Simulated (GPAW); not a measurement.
Two runs for the K K edge of atom 2 in KCaF3 (Pm-3m). Run A: GPAW, LDA, full core hole (charged cell), 10-atom cell with 6.3 Å between holes, 5×5×5 k points, dipole transitions, Gaussian full width 0.9 eV up to 4 eV, rising linearly to 3.5 eV at 25 eV. Run B differs in one choice.

Energy from the lowest empty level; intensity scaled to a mean of 1 over the first 20 eV:

```csv
E (eV),A,B
-2.00,0.00,0.00
-1.25,0.00,0.00
-0.50,0.00,0.00
0.25,0.02,0.02
1.00,0.12,0.08
1.75,0.11,0.30
2.50,0.34,0.38
3.25,1.65,0.26
4.00,3.41,1.08
4.75,2.15,2.54
5.50,0.51,1.98
6.25,0.55,1.16
7.00,1.35,1.53
7.75,2.01,2.59
8.50,2.12,2.46
9.25,1.86,1.30
10.00,0.99,0.53
10.75,0.44,0.41
11.50,0.36,0.53
12.25,0.38,0.62
13.00,0.40,0.64
13.75,0.43,0.65
14.50,0.52,0.72
15.25,0.66,0.85
16.00,0.83,0.97
16.75,1.01,1.07
17.50,1.15,1.13
18.25,1.20,1.11
19.00,1.14,0.99
19.75,1.05,0.84
20.50,0.96,0.74
21.25,0.87,0.72
22.00,0.83,0.81
22.75,0.87,0.98
23.50,1.01,1.19
24.25,1.20,1.38
25.00,1.42,1.55
25.75,1.63,1.67
26.50,1.75,1.70
27.25,1.72,1.65
28.00,1.54,1.54
28.75,1.31,1.45
29.50,1.12,1.38
30.25,0.98,1.30
31.00,0.89,1.16
31.75,0.82,1.01
```

What was changed?
a) the plane-wave cutoff
b) the volume of the cell
c) the broadening
d) the size of the supercell

(d): run B changes the supercell atoms from 10 to 5. The scaled spectrum changes by 42 % r.m.s. Another feature, at 8.1 eV (2.75), becomes the highest below 24 eV; the one at 4.2 eV (3.63) is now at 4.9 eV (2.59). Other settings could leave a like mark; this is the one that was changed.

[Banner, clock and machine lines of the logs are left out without a mark of their own.]

[Logs are printed without paths, hosts, clocks, repeated set-up lines and the standing remarks that a program may print on its own settings, such as how far it seeks lower states.]

[Hosts, paths, dates, database ids (printed as entryN), source tags and the programs' standing remarks are cut or masked in the printed files.]

[Lists of maxima count a maximum above −3 eV only where it reaches 4 % of the highest in the window and stands out from its surroundings by 2 % of it (1.5 % where it reaches 55 %); shoulders and weaker maxima are passed over, and of the rest the first, up to two pre-edge ones and the few strongest are named.]
